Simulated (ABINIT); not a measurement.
# SnSe2 (P-3m1): G0W0 with ABINIT, start to end, part 3 of 3

Aim: the G0W0 gap of SnSe2 (P-3m1) on PBEsol, step by step.

ABINIT 10.8.3; PBEsol and many-body steps on it, plane waves. Known limits of the many-body steps: not at the basis limit; no spin-orbit coupling; coarse k mesh.

So far. Step 4 (Empty states on the mesh, 3×3×2 mesh, 154 bands): On this mesh the gap is 1.003 eV. The earlier step found 0.746 eV, so this mesh misses an edge. Step 5 (Screening, 3×3×2 mesh, 140 bands, screening to 106.1 eV): Local fields lower ε∞ by 12 %. On a Γ-centred mesh this coarse the value itself is usually too large, while a short band sum pulls it down.

### Step 6. Self-energy, 3×3×2 mesh, 140 bands, screening to 106.1 eV

The self-energy is evaluated for the states that the input lists, and the levels follow from it, in one-shot runs by the linearised quasiparticle equation.

This step: G0W0 on PBEsol, plane waves, norm-conserving pseudopotentials.

Contents of run.abi:

```
acell 3*1.0 Angstrom
rprim 
  3.810999999987 0.000000000003 0.000000000000
  -1.905499999996 3.300422813810 0.000000000000
  0.000000000000 0.000000000000 6.136000000000
ntypat 2
znucl 50 34
natom 3
typat 1 2 2
xred 
  0.000000000000 0.000000000000 0.000000000000
  0.333333333333 0.666666666667 0.249000000000
  0.666666666667 0.333333333333 0.751000000000
pp_dirpath "pseudos"
pseudos "Sn.upf, Se.upf"
ecut 48
ngkpt 3 3 2
nshiftk 1
shiftk 0 0 0
kptopt 1
chksymbreak 0
istwfk *1
occopt 1
irdwfk 1
optdriver 4
nband 140
gwcalctyp 0
ecutsigx 48
symsigma 1
nkptgw 2
kptgw 
  0.0000000000 0.0000000000 0.0000000000
  0.0000000000 0.0000000000 0.5000000000
bdgw 
  33 37
  34 37
ecuteps 3.9
irdscr 1
ppmodel 1
indata_prefix "in"
outdata_prefix "out"
tmpdata_prefix "tmp"
```

Run with:

```
$ OMP_NUM_THREADS=1 mpirun -n 4 abinit run.abi > log
```

Numbers of over 12 decimals in the logs are rounded to 6 here.

Log:

```text
.Version 10.8.3 of ABINIT. v10.8.2 released Aug 2026.

 Symmetries : space group P-3 m 1 (#164); Bravais hP (primitive hexag.)
[... echo of the input left out ...]
== DATASET  1 ==================================================================
-   mpi_nproc: 4, omp_nthreads: 1 (-1 if OMP is not activated)

--- !DatasetInfo
iteration_state: {dtset: 1, }
dimensions: {natom: 3, nkpt: 6, mband: 140, nsppol: 1, nspinor: 1, nspden: 1, mpw: 8305, }
cutoff_energies: {ecut:  48.0, pawecutdg:  -1.0, }
electrons: {nelect:   7.00000000E+01, charge:   0.00000000E+00, occopt:   1.00000000E+00, tsmear:   1.00000000E-02, }

 SIGMA: Calculation of the GW corrections

 Based on a program developped by R.W. Godby, V. Olevano, G. Onida, and L. Reining.
 Incorporated in ABINIT by V. Olevano, G.-M. Rignanese, and M. Torrent.
.Using double precision arithmetic ; gwpc =  8

[... cell and pseudopotentials left out ...]
--------------------------------------------------------------------------------

 ==== K-mesh for the wavefunctions ====
 Number of points in the irreducible wedge :     6
[... list of points left out ...]
 Together with 12 symmetry operations and time-reversal symmetry
 yields    18 points in the full Brillouin Zone.

 ==== Q-mesh for screening function ====
 Number of points in the irreducible wedge :     6
[... list of points left out ...]
 Together with 12 symmetry operations and time-reversal symmetry
 yields    18 points in the full Brillouin Zone.

 vcoul_init : cutoff-mode = AUXILIARY_FUNCTION
 q-points for optical limit:   1
     1)      0.000010    0.000020    0.000030
 setmesh: FFT mesh size selected  =    40x   40x   75
          total number of points  =       120000

 Number of electrons calculated from density =   70.0000; Expected =   70.0000
 average of density, n =  0.134403
 r_s =    1.2111
 omega_plasma =   35.3638 [eV]

 === KS Band Gaps ===
  >>>> For spin  1
   Minimum direct gap =   1.0032 [eV], located at k-point      :   0.0000  0.0000  0.0000
   Fundamental gap    =   1.0032 [eV], Top of valence bands at :   0.0000  0.0000  0.0000
                                       Bottom of conduction at :   0.0000  0.0000  0.0000
 SIGMA fundamental parameters:
 PLASMON POLE MODEL  1
 number of plane-waves for SigmaX                 8305
 number of plane-waves for SigmaC and W            197
 number of plane-waves for wavefunctions          8305
 number of bands                                   140
 number of independent spin polarizations            1
 number of spinorial components                      1
 number of k-points in IBZ                           6
 number of q-points in IBZ                           6
 number of symmetry operations                      12
 number of k-points in BZ                           18
 number of q-points in BZ                           18
 number of frequencies for dSigma/dE                 9
 frequency step for dSigma/dE [eV]                0.25
 number of omega for Sigma on real axis              0
 max omega for Sigma on real axis  [eV]           0.00
 zcut for avoiding poles [eV]                     0.10

 EPSILON^-1 parameters (SCR file):
 dimension of the eps^-1 matrix on file            197
 dimension of the eps^-1 matrix used               197
 number of plane-waves for wavefunctions          8305
 number of bands                                   140
 number of q-points in IBZ                           6
 number of frequencies                               2
 number of real frequencies                          1
 number of imag frequencies                          1

 matrix elements of self-energy operator (all in [eV])

 Perturbative Calculation

--- !SelfEnergy_ee
iteration_state: {dtset: 1, }
kpoint     : [   0.000,    0.000,    0.000, ]
spin       : 1
KS_gap     :    1.003
QP_gap     :    1.630
Delta_QP_KS:    0.627
data: !SigmaeeData |
     Band     E0 <VxcDFT>   SigX SigC(E0)      Z dSigC/dE  Sig(E)    E-E0       E
       33   5.142 -14.707 -16.793   2.023   0.789  -0.268 -14.756  -0.049   5.092
       34   5.142 -14.707 -16.793   2.023   0.789  -0.268 -14.756  -0.049   5.092
       35   5.529 -14.771 -16.704   1.884   0.791  -0.264 -14.810  -0.039   5.490
       36   6.532 -14.025 -10.040  -3.258   0.808  -0.237 -13.437   0.588   7.120
       37   8.382 -11.722  -7.060  -4.095   0.813  -0.231 -11.261   0.461   8.843

--- !SelfEnergy_ee
iteration_state: {dtset: 1, }
kpoint     : [   0.000,    0.000,    0.500, ]
spin       : 1
KS_gap     :    2.632
QP_gap     :    3.382
Delta_QP_KS:    0.750
data: !SigmaeeData |
     Band     E0 <VxcDFT>   SigX SigC(E0)      Z dSigC/dE  Sig(E)    E-E0       E
       34   5.296 -14.861 -16.895   1.991   0.790  -0.267 -14.895  -0.034   5.262
       35   5.296 -14.861 -16.895   1.991   0.790  -0.267 -14.895  -0.034   5.262
       36   7.929 -14.784 -10.433  -3.457   0.801  -0.248 -14.068   0.716   8.644
       37   8.345 -11.999  -7.340  -4.082   0.814  -0.229 -11.530   0.469   8.814

== END DATASET(S) ==============================================================
================================================================================

 -outvars: echo values of variables after computation  --------
           etotal      0.0000000000E+00
            nband         140
             nkpt           6
          spgroup         164
 [... the other variables as echoed above ...]

 Calculation completed.
```

Wall time 8.8 s (4 MPI ranks of Arm Neoverse V1, shared host); peak memory 1.1 GiB; 35 s of CPU time.

This step gave:

```yaml
g0w0_gap_on_the_points_computed: 1.63 eV
starting_gap_on_the_mesh: 1.003 eV
k_of_the_valence_top: 0, 0, 0
k_of_the_conduction_bottom: 0, 0, 0
z_at_the_valence_top: 0.791
z_at_the_conduction_bottom: 0.808
least_direct_g0w0_gap_on_the_computed_points: 1.63 eV
```

The gap on the mesh goes from 1.00 eV to 1.63 eV, a correction of +0.63 eV. The start differs from the 0.75 eV found before because the two sample other k points.

Limits: finite bands, cutoff and mesh; no spin-orbit coupling; coarse k mesh. v1 is the top filled band, c1 the lowest empty one. The levels before and after the correction (eV, zero at the valence-band top of each column):

```csv
,conduction bottom,valence top
Kohn-Sham,1.00,0.00
G0W0,1.63,0.00
```

```csv
,level,energy (eV)
Kohn-Sham,Γ v3-v2,-0.387
Kohn-Sham,Γ v1,0.000
Kohn-Sham,Γ c1,1.003
Kohn-Sham,Γ c2,2.853
G0W0,Γ v3-v2,-0.398
G0W0,Γ v1,0.000
G0W0,Γ c1,1.630
G0W0,Γ c2,3.353
```

### Step 7. Where the time went

Times are wall times on 4 MPI ranks of Arm Neoverse V1, shared host, good to a factor of about two.

```csv
step,time,share,memory (GiB)
ground state,93 s,32 %,0.5
bands along the symmetry lines,59 s,20 %,0.52
empty states on the mesh,75 s,26 %,0.46
screening,52 s,18 %,1.2
self-energy,8.8 s,3 %,1.1
```

### Step 8. Results

- PBEsol gap: 0.67 eV, indirect
- G0W0 gap on the mesh: 1.63 eV
- G0W0 gap over the zone (rigid shift): 1.30 eV
- GW settings: 3×3×2 mesh, 140 bands, screening to 106.1 eV, Godby-Needs plasmon pole
- known limits: not at the basis limit; no spin-orbit coupling; coarse k mesh

What this shows: G0W0 moves the gap on the mesh from 1.00 eV to 1.63 eV (+0.63 eV), with Z of 0.79 and 0.81 at the edges. The mesh misses the band edges by 0.33 eV in all; a rigid shift gives 1.30 eV for the zone. Local fields lower the RPA ε∞ on this mesh from 25.01 to 22.02; a Γ-centred mesh this coarse tends to raise both, most where the direct gap is narrow, while a short band sum lowers them. Only 2 of the mesh's irreducible points were corrected, so a valley elsewhere could overtake. Against experiment, by G0W0@PBEsol: the gap of 1.30 eV lies +0.09 eV from the measured 1.21 ± 0.04 eV (electronic, 77.6 K, 2018); the gap of 1.30 eV lies +0.30 eV from the measured 1 eV (indirect, quoted 2018); the gap of 1.30 eV lies +0.09 eV from the measured 1.207 eV (exciton, 300 K, 2021). An exciton line or allowed optical edge lies below the quasiparticle gap by the binding energy; a forbidden edge can push the onset above it. The calculation has static nuclei and no excitons; a measured gap holds zero-point and thermal motion, which mostly lowers it. Bands and cutoff are finite, so the gap is not at the basis limit. The miss can reach some tenths of an eV and take either sign; the mesh is an error of its own. In the G0W0 run levels were corrected at 2 k points alone, so a gap called «on the mesh» is the least over those, and an edge elsewhere would be missed. A denser mesh or path gives a starting gap of 0.67 eV: the GW mesh misses a band edge, so its gaps are not the fundamental one. The 3×3×2 mesh is coarse for this cell, which bears on the long-range parts of exchange and screening. The many-body steps are scalar-relativistic: spin-orbit coupling is not in them.

[Paths, hosts, dates, memory and timing lines, banners, echoed tables and standing remarks are left out of the program output.]

[Logs are printed without paths, hosts, clocks, repeated set-up lines and the standing remarks that a program may print on its own settings, such as how far it seeks lower states.]

[Runs of the session that timed out or met a known fault of the program may be left out.]

[Hosts, paths, dates, database ids (printed as entryN), source tags and the programs' standing remarks are cut or masked in the printed files.]

[G0W0 gaps are taken among the corrected bands and points alone; a level outside them can change the order at an edge.]

[Where Ansatz stands beside ABINIT at settings called matched, ABINIT's density can come from a denser mesh and the files from another edition; pairs whose starting gaps differed by over 0.03 eV were left out, so agreement reads better than it is.]
